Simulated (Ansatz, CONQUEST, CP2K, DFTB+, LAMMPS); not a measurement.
**Running Zn2+ BF4- in ethyl methyl carbonate and dimethoxyethane at 330 K (89 atoms) with CONQUEST**

Wanted: CONQUEST inputs and outputs for Zn2+ BF4- in ethyl methyl carbonate and dimethoxyethane at 330 K (89 atoms), checked against a plane-wave reference.

Main program and level: CONQUEST 1.3; the method is named at each step.

### Step 1. The structure

The cell holds 89 atoms: 20 C, 12 O, 46 H, 2 B, 8 F and 1 Zn. Cell: a = 10.052 Å, b = 10.052 Å, c = 10.052 Å, α = 90.0°, β = 90.0°, γ = 90.0°. 2 ethyl methyl carbonate, 3 dimethoxyethane, 1 Zn2+, 2 BF4- placed at random, at 1.17 g/cm³; overlaps pushed apart, then 10 ps at 550 K with stiff harmonic cages for PF6 and BF4 with UFF radii; divalent ions of Li, Roberts, Chakravorty and Merz (J. Chem. Theory Comput. 9, 2733 (2013)); MMFF94 bonds, angles, torsions, charges and radii (Halgren, J. Comput. Chem. 17, 490 (1996)) in harmonic and 12-6 forms; charges of ions scaled by 0.8. Snapshot after 30 ps at 330 K and fixed volume.

The yardstick, on the same geometry:

| Item | Value |
| --- | --- |
| method | Kohn-Sham DFT, PBE, PAW, plane waves (Ansatz 0.2.0); cutoff 420 eV, Γ point, fermi-dirac smearing of 0.05 eV; PAW set soft_2 |
| r.m.s. force component | 1.241 eV/Å |
| longest force | 7.067 eV/Å |
| pressure | 3.187 GPa |
| gap (highest filled to lowest empty level) | 3.349 eV |
| SCF cycles | 10 |
| time | 5 s on 4 threads of Intel Xeon 6975P-C (Granite Rapids), shared host |
| CPU time | 15 s |

### Step 2. PBE, grid 120 Ha

Method: Kohn-Sham DFT, PBE, norm-conserving pseudopotentials, pseudo-atomic orbitals (double zeta with polarisation), diagonalisation.

The .ion files beside the input carry potential, basis and functional.

File Conquest_input:

```
IO.Title cell
IO.Coordinates coords.dat
IO.FractionalAtomicCoords T
IO.Iprint 1
General.NumberOfSpecies 6
AtomMove.TypeOfRun static
AtomMove.CalcStress T
Grid.GridCutoff 120
DM.SolutionMethod diagon
SC.MaxIters 100
SC.LinearMixingFactor 0.3
minE.SCTolerance 1e-06
Diag.kT 0.001837
Diag.MPMesh T
Diag.GammaCentred T
Diag.MPMeshX 1
Diag.MPMeshY 1
Diag.MPMeshZ 1
%block ChemicalSpeciesLabel
1 12.011 C
2 15.999 O
3 1.008 H
4 10.810 B
5 18.998 F
6 65.380 Zn
%endblock
```

File coords.dat:

```
18.996321 0.000000 0.000000
0.000000 18.996321 0.000000
0.000000 0.000000 18.996321
89
0.68836 0.32802 0.80365 1 T T T
0.81951 0.28655 0.75450 2 T T T
0.85680 0.16645 0.81413 1 T T T
0.80072 0.05183 0.74231 1 T T T
0.67200 0.02340 0.80169 2 T T T
0.64484 0.88453 0.76814 1 T T T
0.67737 0.43664 0.78362 3 T T T
0.60765 0.27350 0.74714 3 T T T
0.68178 0.30672 0.91397 3 T T T
0.96111 0.15065 0.80787 3 T T T
0.83657 0.17027 0.92068 3 T T T
0.87384 0.97305 0.75178 3 T T T
0.78664 0.05840 0.63375 3 T T T
0.65131 0.87114 0.65907 3 T T T
0.54392 0.86950 0.80326 3 T T T
0.71028 0.82167 0.82314 3 T T T
0.18625 0.61508 0.42016 1 T T T
0.10999 0.64300 0.30222 2 T T T
0.19276 0.70963 0.20993 1 T T T
0.12402 0.84184 0.17703 1 T T T
0.99737 0.80967 0.12893 2 T T T
0.96165 0.91206 0.03755 1 T T T
0.11662 0.56633 0.49344 3 T T T
0.27560 0.55529 0.40415 3 T T T
0.22397 0.70733 0.46108 3 T T T
0.29281 0.73897 0.24032 3 T T T
0.20279 0.64664 0.11541 3 T T T
0.18341 0.88526 0.08862 3 T T T
0.12059 0.90678 0.25860 3 T T T
0.85704 0.90988 0.01243 3 T T T
0.99773 0.87586 0.93978 3 T T T
0.00601 0.00771 0.05840 3 T T T
0.44053 0.06373 0.00437 1 T T T
0.33149 0.14782 0.05619 2 T T T
0.29165 0.25987 0.97484 1 T T T
0.37547 0.38624 0.99561 1 T T T
0.32968 0.48907 0.90622 2 T T T
0.37572 0.48166 0.77190 1 T T T
0.41167 0.01934 0.91177 3 T T T
0.52895 0.12268 0.98160 3 T T T
0.47016 0.98412 0.06562 3 T T T
0.29108 0.22282 0.87330 3 T T T
0.18689 0.28708 0.98776 3 T T T
0.47949 0.35812 0.97351 3 T T T
0.35932 0.41707 0.09192 3 T T T
0.32138 0.56118 0.70930 3 T T T
0.34796 0.38828 0.72728 3 T T T
0.48066 0.49933 0.76597 3 T T T
0.81089 0.20643 0.32622 1 T T T
0.86391 0.33884 0.27353 1 T T T
0.93942 0.31343 0.15219 2 T T T
0.95727 0.43730 0.09276 1 T T T
0.92094 0.54770 0.14296 2 T T T
0.99954 0.41792 0.96292 2 T T T
0.00611 0.54514 0.88888 1 T T T
0.76907 0.22395 0.42308 3 T T T
[... 29 atom lines left out ...]
0.49820 0.72213 0.10315 5 T T T
0.61937 0.56642 0.23745 5 T T T
0.66672 0.60341 0.02068 5 T T T
0.90448 0.70450 0.24059 6 T T T
```

Started as:

```
$ OMP_NUM_THREADS=1 mpirun -np 4 Conquest > output.txt
```

Numbers of over 12 decimals in the logs are rounded to 6 here.

Conquest_out:

```text
      Simulation cell dimensions:    18.9963 a0 x    18.9963 a0 x    18.9963 a0
        This calculation includes non-local pseudopotentials,
         with a maximum core radius of      6.81425162
    Job title: cell
    Job to be run: static calculation
    Ground state search:
      Support functions represented with PAO basis
      1:1 PAO to SF mapping
      Non-spin-polarised electrons
      Solving for the K matrix using diagonalisation
      Using Fermi-Dirac smearing
    Integration grid size:     96 x   96 x   96
    Integration grid spacing:  0.198 a0 x 0.198 a0 x 0.198 a0
    Number of species:  6
    --------------------------------------------------------
    |   #  mass (au)  Charge (e)  SF Rad (a0)  NSF  Label  |
    --------------------------------------------------------
    |   1     12.011       4.000        6.530   13  C      |
    |   2     15.999       6.000        5.145   13  O      |
    |   3      1.008       1.000        6.926    5  H      |
    |   4     10.810       3.000        7.124   13  B      |
    |   5     18.998       7.000        4.749   13  F      |
    |   6     65.380      20.000        6.530   19  Zn     |
    --------------------------------------------------------
          SCF tolerance:                 0.00000100
          SCF iterations:               100
    The calculation will be performed on     4 processes
    The calculation will be performed on     1 thread
    Using the default matrix multiplication kernel
    The functional used will be GGA PBE96
    set_atom_dens: In set_atomic_density, electrons :     280.000000000000
    PulayMixSC: Starting Pulay mixing, A_up =  0.300 A_dn =  0.300
    PulayMixSC: Spin non-polarised calculation.
          Harris-Foulkes Energy            :      -758.800284 Ha
    PulayMixSC: Pulay iteration     1 residual:              0.31280E-02
          Harris-Foulkes Energy            :      -757.948339 Ha
    PulayMixSC: Pulay iteration     2 residual:              0.17639E-02
          Harris-Foulkes Energy            :      -757.730969 Ha
    PulayMixSC: Pulay iteration     3 residual:              0.79548E-03
          Harris-Foulkes Energy            :      -757.701154 Ha
    PulayMixSC: Pulay iteration     4 residual:              0.21395E-03
          Harris-Foulkes Energy            :      -757.699705 Ha
    PulayMixSC: Pulay iteration     5 residual:              0.69480E-04
          Harris-Foulkes Energy            :      -757.699443 Ha
    PulayMixSC: Pulay iteration     6 residual:              0.26419E-04
          Harris-Foulkes Energy            :      -757.699415 Ha
    PulayMixSC: Pulay iteration     7 residual:              0.85988E-05
          Harris-Foulkes Energy            :      -757.699413 Ha
    PulayMixSC: Pulay iteration     8 residual:              0.34081E-05
          Harris-Foulkes Energy            :      -757.699412 Ha
    PulayMixSC: Pulay iteration     9 residual:              0.12237E-05
          Harris-Foulkes Energy            :      -757.699412 Ha
    PulayMixSC: Pulay iteration    10 residual:              0.42410E-06
    PulayMixSC: Reached SCF tolerance of  0.42410E-06 after     10 iterations
      | Number of electrons      =       280.000083
      |* Harris-Foulkes energy   =      -757.699412 Ha
      |* DFT total energy        =      -757.699412 Ha
    force: Forces on atoms (Ha/a0)
    force:  Atom   X              Y              Z
    force:     1   0.0097957586  -0.0056850664  -0.0109281714
    force:     2  -0.0151409749   0.0317062866   0.0060144170
    force:     3  -0.0068821976   0.0133500100  -0.0188126267
    force:     4  -0.0333690221  -0.0083336117   0.0185703781
    force:     5   0.0181103422  -0.0268768650  -0.0139316608
    force:     6  -0.0204015143   0.0391219729  -0.0057956578
    force:     7   0.0037839914  -0.0030619565   0.0035205554
    force:     8   0.0058954429   0.0023975421   0.0089782546
    force:     9  -0.0020494370   0.0047950809  -0.0107010799
    force:    10   0.0417369242   0.0113430814  -0.0050869073
    force:    11  -0.0094076248  -0.0078240718   0.0155389187
    force:    12   0.0056156843  -0.0278917268   0.0081011236
    force:    13   0.0019576093   0.0137022527  -0.0093327252
    force:    14  -0.0011637643  -0.0052460108  -0.0029038052
    force:    15  -0.0168127020  -0.0096085860   0.0021474052
    force:    16   0.0208908190  -0.0229882120   0.0121514586
    force:    17  -0.0257872598  -0.0088124922   0.0196514932
    force:    18   0.0249980898  -0.0113690031   0.0152192382
    force:    19  -0.0117654015   0.0156836238  -0.0405077858
    force:    20   0.0599480562  -0.0413728471  -0.0579147841
    force:    21   0.0207547042   0.0533890826  -0.0425098248
    force:    22  -0.0098485575  -0.0246442644  -0.0414550307
    force:    23   0.0090015886   0.0033804831  -0.0075902224
    force:    24   0.0031481960  -0.0145580758  -0.0102875584
[...]
force:    82   0.0248103304   0.1450097472   0.0190317052
    force:    83  -0.0267133223   0.0012157252   0.0118374129
    force:    84   0.0183369522  -0.0891604557  -0.0165687394
    force:    85  -0.0357195450   0.0745714032   0.0089496913
    force:    86  -0.0049866389   0.0277355423   0.0187539443
    force:    87  -0.0154097584   0.0239822772  -0.0003743309
    force:    88  -0.0168497999  -0.0288854196  -0.0454324352
    force:    89   0.0263656902  -0.0631936217  -0.0173508700
    force: Maximum force :        0.14500975(Ha/a0) on atom        82 in y direction
    force: Force Residual:        0.04510259 Ha/a0
    force: Total stress:         -5.56883503    -4.69489311    -4.83949952 GPa
    force: Average pressure:      5.03440922 GPa
    get_E_and_F: Change in energy during last step of electronic optimisation:  0.83267E-07
```

The job ended after 49 s (4 MPI ranks of Intel Xeon 6975P-C (Granite Rapids), shared host; peak memory 5.3 GiB).

Banners, paths, timers and routine set-up lines are dropped from the logs unmarked, and long logs keep their key lines alone; longer cuts are marked.

Compared with the plane-wave run:

| Quantity | Value |
| --- | --- |
| r.m.s. force component | 1.339 eV/Å |
| r.m.s. difference of force components | 266.2 meV/Å |
| longest difference of force vectors | 1009 meV/Å |
| force difference over r.m.s. force | 21.45 % |
| slope of forces against the reference's | 1.059 |
| correlation of force components | 0.9816 |
| gap (highest filled to lowest empty level) | 3.246 eV |
| gap difference | -0.1031 eV |
| pressure | 5.034 GPa |
| pressure difference | 1.848 GPa |

Length of the force difference by element (eV/Å):

```tsv
element	atoms	mean	most
B	2	0.27	0.32
C	20	0.38	0.58
F	8	0.49	0.63
H	46	0.49	0.85
O	12	0.36	1.0
Zn	1	0.17	0.17
```

Levels nearest the highest filled one (eV from it): -2.01, -1.94, -1.91, -1.67, -1.65, -1.58, -1.45, -1.30, -0.88, -0.50, -0.32, 0.00, 3.25, 4.56, 4.76, 5.05, 5.23, 5.49, 5.64, 5.68, 5.86, 5.88, 5.94, 6.14.

The surroundings of Zn89, the only Zn atom, nearest first, numbered as they follow in the input and with coordinates relative to it.

```tsv
atom	x	y	z	distance (Å)	bonds	Fx	Fy	Fz (eV/Å)
Zn89	0.00	0.00	0.00	0.00	5	1.36	-3.25	-0.89
F82	-0.35	1.31	1.13	1.77	2	1.28	7.46	0.98
O21	0.93	1.06	-1.12	1.80	3	1.07	2.75	-2.19
F80	-0.67	-0.59	1.61	1.84	2	-0.05	-5.49	3.16
F85	-1.59	0.29	-0.90	1.85	2	-1.84	3.83	0.46
O53	0.17	-1.58	-0.98	1.86	2	1.52	-4.54	-2.55
O18	2.07	-0.62	0.62	2.24	2	1.29	-0.58	0.78
B79	-0.90	0.65	2.25	2.51	4	0.13	-0.51	-0.98
C20	2.21	1.38	-0.64	2.68	4	3.08	-2.13	-2.98
```

Forces lie 21 % from the reference's, at 13 times its CPU time.

### Step 3. PBE, grid 40 Ha

Method: Kohn-Sham DFT, PBE, norm-conserving pseudopotentials, pseudo-atomic orbitals (double zeta with polarisation), diagonalisation.

Changes to Conquest_input since step 2:

```diff
@@ -7,3 +7,3 @@
 AtomMove.CalcStress T
-Grid.GridCutoff 120
+Grid.GridCutoff 40
 DM.SolutionMethod diagon
```

coords.dat is that of step 2.

Started as:

```
$ OMP_NUM_THREADS=1 mpirun -np 2 Conquest > output.txt
```

Conquest_out:

```text
      Simulation cell dimensions:    18.9963 a0 x    18.9963 a0 x    18.9963 a0
        This calculation includes non-local pseudopotentials,
         with a maximum core radius of      6.81425162
    Job title: cell
    Job to be run: static calculation
    Ground state search:
      Support functions represented with PAO basis
      1:1 PAO to SF mapping
      Non-spin-polarised electrons
[... lines left out ...]
      Using Fermi-Dirac smearing
[... lines left out ...]
    The functional used will be GGA PBE96
[... lines left out ...]
    PulayMixSC: Reached SCF tolerance of  0.40923E-06 after     10 iterations
      | Number of electrons      =       280.000266
      |* Harris-Foulkes energy   =      -757.899335 Ha
      |* DFT total energy        =      -757.899335 Ha
    force: Forces on atoms (Ha/a0)
    force:  Atom   X              Y              Z
    force:     1   0.0085247645  -0.0037746067  -0.0103014878
    force:     2  -0.0532886510  -0.0077820346  -0.0424862615
    force:     3  -0.0063995553   0.0129534486  -0.0162755268
[...]
force:    88  -0.0172576358  -0.0456757007  -0.0627520753
    force:    89  -0.2066289966  -0.2642792157  -0.0703160519
    force: Maximum force :        0.26427922(Ha/a0) on atom        89 in y direction
    force: Force Residual:        0.06202796 Ha/a0
    force: Total stress:         -7.33422099    -6.19127830    -6.05799547 GPa
    force: Average pressure:      6.52783159 GPa
    get_E_and_F: Change in energy during last step of electronic optimisation:  0.81042E-07
```

Elapsed: 43 s, on 2 MPI ranks; peak memory 2 GiB; 86 s of CPU time.

Against the reference:

| Quantity | Value |
| --- | --- |
| r.m.s. force component | 1.842 eV/Å |
| r.m.s. difference of force components | 1275 meV/Å |
| longest difference of force vectors | 15950 meV/Å |
| force difference over r.m.s. force | 102.7 % |
| slope of forces against the reference's | 1.073 |
| correlation of force components | 0.7258 |
| gap (highest filled to lowest empty level) | 3.229 eV |
| gap difference | -0.1203 eV |
| pressure | 6.528 GPa |
| pressure difference | 3.341 GPa |
| energy less the same-level run's | -61.13 meV/atom |
| r.m.s. force difference from the same-level run | 1253 meV/Å |

This is a coarse setting, run to see what it loses.

Against the first run (21 %), the force difference from the reference is 103 %, at 0.44 times the CPU time (on 2 against 4 cores): the grid matters here.

The difference per atom is largest on Zn (16 eV/Å on average, against 3.5 on O). The forces add up to 24 eV/Å instead of zero, usually a sign of too coarse a grid.

### Step 4. The ladder

Differences are against the plane-wave reference, forces as r.m.s. over components; share is that over the reference's r.m.s. force, slope the least-squares factor from reference forces to these. Total energies of different programs have different zeros and aren't compared.

```tsv
run	Δ force, r.m.s. (meV/Å)	share (%)	slope	Δ pressure (GPa)	Δ gap (eV)	cores	CPU time	memory (GiB)
reference	-	-	-	-	-	4	15 s	1.2
CONQUEST PBE, grid 120 Ha	266	21.5	1.059	1.85	-0.103	4	3.3 min	5.3
CONQUEST PBE, grid 40 Ha (coarse)	1275	103	1.073	3.34	-0.120	2	86 s	2.0
```

Rows marked coarse were listed beforehand as settings not expected to be converged; some can still land near the reference.

CPU time is summed over cores on a shared host, where runs went side by side, so it is rough. Symmetry, cutoffs, thresholds, outputs and thread counts weren't matched or tuned between programs; memory under MPI is the largest rank's times the ranks.

Within one program, basis, potentials and functional, energies share a zero. Each run against its twin at the usual cutoff or grid and solver:

```tsv
run	twin	Δ energy (meV/atom)	Δ force, r.m.s. (meV/Å)	CPU time over the twin's
CONQUEST PBE, grid 40 Ha	grid 120 Ha	-61.1	1253	0.44 (this twin ran on 4 cores)
```

### Step 5. Outcome

```json
{
 "nearest in forces": "CONQUEST PBE, grid 120 Ha, 21 %",
 "its CPU time": "3.3 min"
}
```

In words: The PBE run in local orbitals, coarse settings apart, differs by 21 % (CONQUEST PBE, grid 120 Ha); basis, grid and potentials can all enter. Runs with settings chosen to be coarse differ by 103 % (CONQUEST PBE, grid 40 Ha), their programs' other errors included. None of the electronic-structure runs in the table takes under half the reference's CPU time of 15 s; they take 5.6 to 13 times as much. At the same functional, gaps differ from the reference's 3.35 eV by between -0.12 and -0.10 eV. In pressure, CONQUEST PBE, grid 40 Ha misses by +3.3 GPa, at the same functional. With short bonds to hydrogen, sets of potentials differ among themselves by several per cent in forces even at converged cutoffs, so the reference isn't exact here either. The potentials hold different valence shells: 272 electrons in the reference, 280 in CONQUEST; this bears on time and differences. The network of contacts between molecules at the start is that of the classical potential that made the cell, and needn't be the one that DFT or experiment would give. The reference's PBE has no dispersion term, which matters for the binding between molecules or layers. The density was typed from a rule of thumb and may lie off the real one at this temperature. The electronic-structure runs sample only Γ, in a cell whose shortest periodic width is 10 Å.

[Also dropped from logs without a mark: logging warnings of Python, and SIESTA's first energy breakdown and zero terms.]

[Logs are printed without paths, hosts, clocks, repeated set-up lines and the standing remarks that a program may print on its own settings, such as how far it seeks lower states.]

[Hosts, paths, dates, database ids (printed as entryN), source tags and the programs' standing remarks are cut or masked in the printed files.]

[The MMFF94 radii named for the starting cell were scaled by 0.96; in molecules described by MMFF94, hydrogen bound to N, O or S took a small fixed 12-6 site in their place.]
